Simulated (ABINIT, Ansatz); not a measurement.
**SF6 (Im-3m): G0W0 on several meshes in ABINIT**

How does the mesh move the gap of SF6 (Im-3m)?

Method: LDA and many-body steps on it, plane waves, in ABINIT 10.8.3.

## Step 1: The structure

It takes space group Im-3m (No. 229, cubic). Conventional cell: a = 5.747 Å, b = 5.747 Å, c = 5.747 Å, α = 90.00°, β = 90.00°, γ = 90.00°. S has 6 F at 1.58 Å nearest. Nearest to F lie 1 S at 1.58 Å. Farther neighbours and most contacts between anions are not listed.

As a file:

```cif
data_structure
_symmetry_space_group_name_H-M 'Im-3m'
_symmetry_Int_Tables_number 229
_cell_length_a 5.7470
_cell_length_b 5.7470
_cell_length_c 5.7470
_cell_angle_alpha 90.000
_cell_angle_beta 90.000
_cell_angle_gamma 90.000
_cell_volume 189.81
loop_
_atom_site_label
_atom_site_type_symbol
_atom_site_symmetry_multiplicity
_atom_site_Wyckoff_symbol
_atom_site_fract_x
_atom_site_fract_y
_atom_site_fract_z
_atom_site_occupancy
S1 S 2 a 0.00000 0.00000 0.00000 1
F1 F 12 e 0.00000 0.00000 0.72563 1
```

The cell and positions are those that the Materials Project relaxed with its own functionals (PBE, PBE+U or r2SCAN), kept fixed.

## Step 2: Empty states on the mesh, 2×2×2 mesh, 194 bands

This step: ABINIT 10.8.3; DFT, LDA, plane waves, norm-conserving pseudopotentials.

The sums over transitions need many empty states on a uniform mesh; this step solves for them.

Contents of run.abi:

```
acell 3*1.0 Angstrom
rprim 
  -2.873504736200 2.873504736200 2.873504736200
  2.873504736200 -2.873504736200 2.873504736200
  2.873504736200 2.873504736200 -2.873504736200
ntypat 2
znucl 16 9
natom 7
typat 1 2 2 2 2 2 2
xred 
  0.000000000000 0.000000000000 0.000000000000
  0.725627210000 0.725627210000 0.000000000000
  0.274372790000 0.274372790000 0.000000000000
  0.000000000000 0.274372790000 0.274372790000
  0.000000000000 0.725627210000 0.725627210000
  0.725627210000 0.000000000000 0.725627210000
  0.274372790000 0.000000000000 0.274372790000
pp_dirpath "pseudos"
pseudos "S.upf, F.upf"
ecut 36
ngkpt 2 2 2
nshiftk 1
shiftk 0 0 0
kptopt 1
chksymbreak 0
iscf -2
irdden 1
istwfk *1
nband 194
nbdbuf 16
tolwfr 1e-09
nstep 60
prtvol 0
indata_prefix "in"
outdata_prefix "out"
tmpdata_prefix "tmp"
```

Started as:

```console
$ OMP_NUM_THREADS=1 mpirun -n 3 abinit run.abi > log
```

Numbers of over 12 decimals in the logs are rounded to 6 here.

Output:

```text
.Version 10.8.3 of ABINIT. v10.8.2 released Aug 2026.

 Symmetries : space group Im -3 m (#229); Bravais cI (body-center cubic)
[... echo of the input left out ...]
== DATASET  1 ==================================================================
-   mpi_nproc: 3, omp_nthreads: 1 (-1 if OMP is not activated)

--- !DatasetInfo
iteration_state: {dtset: 1, }
dimensions: {natom: 7, nkpt: 3, mband: 194, nsppol: 1, nspinor: 1, nspden: 1, mpw: 6620, }
cutoff_energies: {ecut:  36.0, pawecutdg:  -1.0, }
[...]
2.82056    2.82056    2.82056    2.82556    2.86753    2.89528    2.89528    2.90502
   2.90502    2.90502    2.94872    2.94873    2.96599    2.96653    2.96654    2.96662
   2.97483    2.97491
 prteigrs : prtvol=0 or 1, do not print more k-points.

== END DATASET(S) ==============================================================
================================================================================

 -outvars: echo values of variables after computation  --------
            nband         194
             nkpt           3
          spgroup         229
 [... the other variables as echoed above ...]

 Calculation completed.
```

Run time: 94 s. Hardware: 3 MPI ranks of Intel Xeon Platinum 8259CL at 2.50GHz (Skylake/Cascade Lake), shared host; peak memory 0.36 GiB; 4.7 min of CPU time.

Numbers from this step:

| Quantity | Value |
| --- | --- |
| gap | 6.132 eV |
| k of the valence top | 0, 0, 0 |
| k of the conduction bottom | 0, 0, 0 |
| least direct gap | 6.132 eV |
| k points computed | 3 |
| lowest point of the top converged band, above the valence top | 80.1982 eV |

On this mesh the gap is 6.132 eV.

The density comes from a self-consistent run that is not shown.

## Step 3: Screening, 2×2×2 mesh, 86 bands, screening to 114.3 eV

The RPA dielectric matrix is built and inverted for each q.

This step: RPA screening on LDA, plane waves, norm-conserving pseudopotentials.

Changes to run.abi since step 2:

```diff
@@ -25,10 +25,11 @@
 chksymbreak 0
-iscf -2
-irdden 1
 istwfk *1
-nband 194
-nbdbuf 16
-tolwfr 1e-09
-nstep 60
-prtvol 0
+occopt 1
+irdwfk 1
+optdriver 3
+nband 86
+ecuteps 4.2
+inclvkb 2
+awtr 1
+symchi 1
 indata_prefix "in"
@@ -36 +37,2 @@
 tmpdata_prefix "tmp"
+fftgw 31
```

Started as:

```console
$ OMP_NUM_THREADS=1 mpirun -n 4 abinit run.abi > log
```

Output:

```text
.Version 10.8.3 of ABINIT. v10.8.2 released Aug 2026.

 Symmetries : space group Im -3 m (#229); Bravais cI (body-center cubic)
[... echo of the input left out ...]
== DATASET  1 ==================================================================
-   mpi_nproc: 4, omp_nthreads: 1 (-1 if OMP is not activated)

--- !DatasetInfo
iteration_state: {dtset: 1, }
dimensions: {natom: 7, nkpt: 3, mband: 86, nsppol: 1, nspinor: 1, nspden: 1, mpw: 6620, }
cutoff_energies: {ecut:  36.0, pawecutdg:  -1.0, }
electrons: {nelect:   4.80000000E+01, charge:   0.00000000E+00, occopt:   1.00000000E+00, tsmear:   1.00000000E-02, }

 SCREENING: Calculation of the susceptibility and dielectric matrices

 Based on a program developped by R.W. Godby, V. Olevano, G. Onida, and L. Reining.
 Incorporated in ABINIT by V. Olevano, G.-M. Rignanese, and M. Torrent.
.Using double precision arithmetic ; gwpc =  8

[... cell and pseudopotentials left out ...]
--------------------------------------------------------------------------------

 ==== K-mesh for the wavefunctions ====
 Number of points in the irreducible wedge :     3
[... list of points left out ...]
 Together with 48 symmetry operations and time-reversal symmetry
 yields     8 points in the full Brillouin Zone.

 ==== Q-mesh for the screening function ====
 Number of points in the irreducible wedge :     3
[... list of points left out ...]
 Together with 48 symmetry operations and time-reversal symmetry
 yields     8 points in the full Brillouin Zone.

 setmesh: FFT mesh size selected  =    45x   45x   45
          total number of points  =        91125

 vcoul_init : cutoff-mode = AUXILIARY_FUNCTION
 q-points for optical limit:   1
     1)      0.000010    0.000020    0.000030

- screening: taking advantage of time-reversal symmetry
- Maximum band index for partially occupied states nbvw = 24
- Remaining bands to be divided among processors   nbcw = 62
- Number of bands treated by each node ~15

 Number of electrons calculated from density =   48.0000; Expected =   48.0000
 average of density, n =  0.074946
 r_s =    1.4714
 omega_plasma =   26.4077 [eV]

 calculating chi0 at frequencies [eV] :
  1    0.000000E+00    0.000000E+00
  2    0.000000E+00    2.640767E+01

--------------------------------------------------------------------------------
  q-point number  1        q = ( 0.000000, 0.000000, 0.000000) [r.l.u.]
--------------------------------------------------------------------------------
[... chi0 elements left out ...]
 For q-point:  0.000010 0.000020 0.000030
  dielectric constant =   1.7506
  dielectric constant without local fields =   1.9778

  Average fulfillment of the sum rule on Im[epsilon] for q-point    1 :     33.85  [%]
[... wings left out ...]
  q-point number  2        q = ( 0.500000, 0.000000, 0.000000) [r.l.u.]
--------------------------------------------------------------------------------
[... chi0 elements left out ...]
  Average fulfillment of the sum rule on Im[epsilon] for q-point    2 :     40.27  [%]

 [... 1 further q-points ...]
```

It took 31 s on 4 MPI ranks; peak memory 1.3 GiB; 2.1 min of CPU time.

This step gave:

- ε∞ with local fields, on this mesh, along the program's q direction: 1.751
- the same without local fields: 1.978
- plasma frequency: 26.41 eV
- plane waves in the screening matrix: 249

Local fields lower ε∞ by 11 %. On a Γ-centred mesh this coarse the value itself is usually too large, while a short band sum pulls it down.

## Step 4: 2×2×2

The self-energy is evaluated for the states that the input lists, and the levels follow from it, in one-shot runs by the linearised quasiparticle equation.

This step: G0W0 on LDA, plane waves, norm-conserving pseudopotentials.

Changes to run.abi since step 3:

```diff
@@ -28,8 +28,15 @@
 irdwfk 1
-optdriver 3
+optdriver 4
 nband 86
+gwcalctyp 0
+ecutsigx 36
+symsigma 1
+nkptgw 1
+kptgw 
+  0.0000000000 0.0000000000 0.0000000000
+bdgw 
+  22 26
 ecuteps 4.2
-inclvkb 2
-awtr 1
-symchi 1
+irdscr 1
+ppmodel 1
 indata_prefix "in"
```

Output:

```text
.Version 10.8.3 of ABINIT. v10.8.2 released Aug 2026.

 Symmetries : space group Im -3 m (#229); Bravais cI (body-center cubic)
[... echo of the input left out ...]
== DATASET  1 ==================================================================
-   mpi_nproc: 4, omp_nthreads: 1 (-1 if OMP is not activated)

--- !DatasetInfo
iteration_state: {dtset: 1, }
dimensions: {natom: 7, nkpt: 3, mband: 86, nsppol: 1, nspinor: 1, nspden: 1, mpw: 6620, }
cutoff_energies: {ecut:  36.0, pawecutdg:  -1.0, }
electrons: {nelect:   4.80000000E+01, charge:   0.00000000E+00, occopt:   1.00000000E+00, tsmear:   1.00000000E-02, }

 SIGMA: Calculation of the GW corrections

 Based on a program developped by R.W. Godby, V. Olevano, G. Onida, and L. Reining.
 Incorporated in ABINIT by V. Olevano, G.-M. Rignanese, and M. Torrent.
.Using double precision arithmetic ; gwpc =  8

[... cell and pseudopotentials left out ...]
--------------------------------------------------------------------------------

 ==== K-mesh for the wavefunctions ====
 Number of points in the irreducible wedge :     3
[... list of points left out ...]
 Together with 48 symmetry operations and time-reversal symmetry
 yields     8 points in the full Brillouin Zone.

 ==== Q-mesh for screening function ====
 Number of points in the irreducible wedge :     3
[... list of points left out ...]
 Together with 48 symmetry operations and time-reversal symmetry
 yields     8 points in the full Brillouin Zone.

 vcoul_init : cutoff-mode = AUXILIARY_FUNCTION
 q-points for optical limit:   1
     1)      0.000010    0.000020    0.000030
 setmesh: FFT mesh size selected  =    45x   45x   45
          total number of points  =        91125

 Number of electrons calculated from density =   48.0000; Expected =   48.0000
 average of density, n =  0.074946
 r_s =    1.4714
 omega_plasma =   26.4077 [eV]

 === KS Band Gaps ===
  >>>> For spin  1
   Minimum direct gap =   6.1318 [eV], located at k-point      :   0.0000  0.0000  0.0000
   Fundamental gap    =   6.1318 [eV], Top of valence bands at :   0.0000  0.0000  0.0000
                                       Bottom of conduction at :   0.0000  0.0000  0.0000
 SIGMA fundamental parameters:
 PLASMON POLE MODEL  1
 number of plane-waves for SigmaX                 6603
 number of plane-waves for SigmaC and W            249
 number of plane-waves for wavefunctions          6603
 number of bands                                    86
 number of independent spin polarizations            1
 number of spinorial components                      1
 number of k-points in IBZ                           3
 number of q-points in IBZ                           3
 number of symmetry operations                      48
 number of k-points in BZ                            8
 number of q-points in BZ                            8
 number of frequencies for dSigma/dE                 9
 frequency step for dSigma/dE [eV]                0.25
 number of omega for Sigma on real axis              0
 max omega for Sigma on real axis  [eV]           0.00
 zcut for avoiding poles [eV]                     0.10

 EPSILON^-1 parameters (SCR file):
 dimension of the eps^-1 matrix on file            249
 dimension of the eps^-1 matrix used               249
 number of plane-waves for wavefunctions          6603
 number of bands                                    86
 number of q-points in IBZ                           3
 number of frequencies                               2
 number of real frequencies                          1
 number of imag frequencies                          1

 matrix elements of self-energy operator (all in [eV])

 Perturbative Calculation

--- !SelfEnergy_ee
iteration_state: {dtset: 1, }
kpoint     : [   0.000,    0.000,    0.000, ]
spin       : 1
KS_gap     :    6.132
QP_gap     :   11.998
Delta_QP_KS:    5.866
data: !SigmaeeData |
     Band     E0 <VxcDFT>   SigX SigC(E0)      Z dSigC/dE  Sig(E)    E-E0       E
       22  -3.665 -23.540 -31.261   4.923   0.839  -0.192 -25.887  -2.347  -6.012
       23  -3.665 -23.540 -31.261   4.923   0.839  -0.192 -25.887  -2.347  -6.012
       24  -3.665 -23.540 -31.261   4.923   0.839  -0.192 -25.887  -2.347  -6.012
       25   2.467 -18.486 -12.553  -1.920   0.877  -0.140 -14.966   3.520   5.986
       26   6.635 -10.216  -5.170  -2.141   0.909  -0.100  -7.576   2.640   9.275

== END DATASET(S) ==============================================================
================================================================================

 -outvars: echo values of variables after computation  --------
           etotal      0.0000000000E+00
            nband          86
             nkpt           3
          spgroup         229
 [... the other variables as echoed above ...]

 Calculation completed.
```

The job ended after 7.3 s (4 MPI ranks; peak memory 0.89 GiB; 28 s of CPU time).

This step gave:

```yaml
g0w0_gap_on_the_points_computed: 12.00 eV
starting_gap_on_the_mesh: 6.132 eV
k_of_the_valence_top: 0, 0, 0
k_of_the_conduction_bottom: 0, 0, 0
z_at_the_valence_top: 0.839
z_at_the_conduction_bottom: 0.877
least_direct_g0w0_gap_on_the_computed_points: 12.00 eV
```

The gap on the mesh goes from 6.13 eV to 12.00 eV, a correction of +5.87 eV.

## Step 5: Empty states on the mesh, 4×4×4 mesh, 94 bands

This step: DFT, LDA, plane waves, norm-conserving pseudopotentials.

Changes to run.abi since step 4:

```diff
@@ -20,3 +20,3 @@
 ecut 36
-ngkpt 2 2 2
+ngkpt 4 4 4
 nshiftk 1
@@ -25,18 +25,10 @@
 chksymbreak 0
+iscf -2
+irdden 1
 istwfk *1
-occopt 1
-irdwfk 1
-optdriver 4
-nband 86
-gwcalctyp 0
-ecutsigx 36
-symsigma 1
-nkptgw 1
-kptgw 
-  0.0000000000 0.0000000000 0.0000000000
-bdgw 
-  22 26
-ecuteps 4.2
-irdscr 1
-ppmodel 1
+nband 94
+nbdbuf 8
+tolwfr 1e-09
+nstep 60
+prtvol 0
 indata_prefix "in"
@@ -44,2 +36 @@
 tmpdata_prefix "tmp"
-fftgw 31
```

Output:

```text
.Version 10.8.3 of ABINIT. v10.8.2 released Aug 2026.

 Symmetries : space group Im -3 m (#229); Bravais cI (body-center cubic)
[... echo of the input left out ...]
== DATASET  1 ==================================================================
-   mpi_nproc: 4, omp_nthreads: 1 (-1 if OMP is not activated)

--- !DatasetInfo
iteration_state: {dtset: 1, }
dimensions: {natom: 7, nkpt: 8, mband: 94, nsppol: 1, nspinor: 1, nspden: 1, mpw: 6632, }
cutoff_energies: {ecut:  36.0, pawecutdg:  -1.0, }
[...]
1.34832    1.37375    1.37375    1.37375    1.38148    1.38148    1.38148    1.49127
   1.49127    1.49127    1.50617    1.52244    1.52244    1.52244    1.54200    1.54200
   1.54200    1.57199    1.57199    1.66562    1.66563    1.66600
 prteigrs : prtvol=0 or 1, do not print more k-points.

== END DATASET(S) ==============================================================
================================================================================

 -outvars: echo values of variables after computation  --------
            nband          94
             nkpt           8
          spgroup         229
 [... the other variables as echoed above ...]

 Calculation completed.
```

It took 83 s on 4 MPI ranks; peak memory 0.43 GiB; 5.5 min of CPU time.

This step gave:

```yaml
gap: 6.132 eV
k_of_the_valence_top: 0, 0, 0
k_of_the_conduction_bottom: 0, 0, 0
least_direct_gap: 6.132 eV
k_points_computed: 8
lowest_point_of_the_top_converged_band_above_the_valence_top: 44.73 eV
```

On this mesh the gap is 6.132 eV.

(Continued in part 2 of 2.)

[Paths, hosts, dates, memory and timing lines, banners, echoed tables and standing remarks are left out of the program output.]

[Logs are printed without paths, hosts, clocks, repeated set-up lines and the standing remarks that a program may print on its own settings, such as how far it seeks lower states.]

[Runs of the session that timed out or met a known fault of the program may be left out.]

[No measured gap is set beside runs whose start may be inverted or whose files or cutoffs have a known fault.]

[Hosts, paths, dates, database ids (printed as entryN), source tags and the programs' standing remarks are cut or masked in the printed files.]

[G0W0 gaps are taken among the corrected bands and points alone; a level outside them can change the order at an edge.]

[Where Ansatz stands beside ABINIT at settings called matched, ABINIT's density can come from a denser mesh and the files from another edition; pairs whose starting gaps differed by over 0.03 eV were left out, so agreement reads better than it is.]
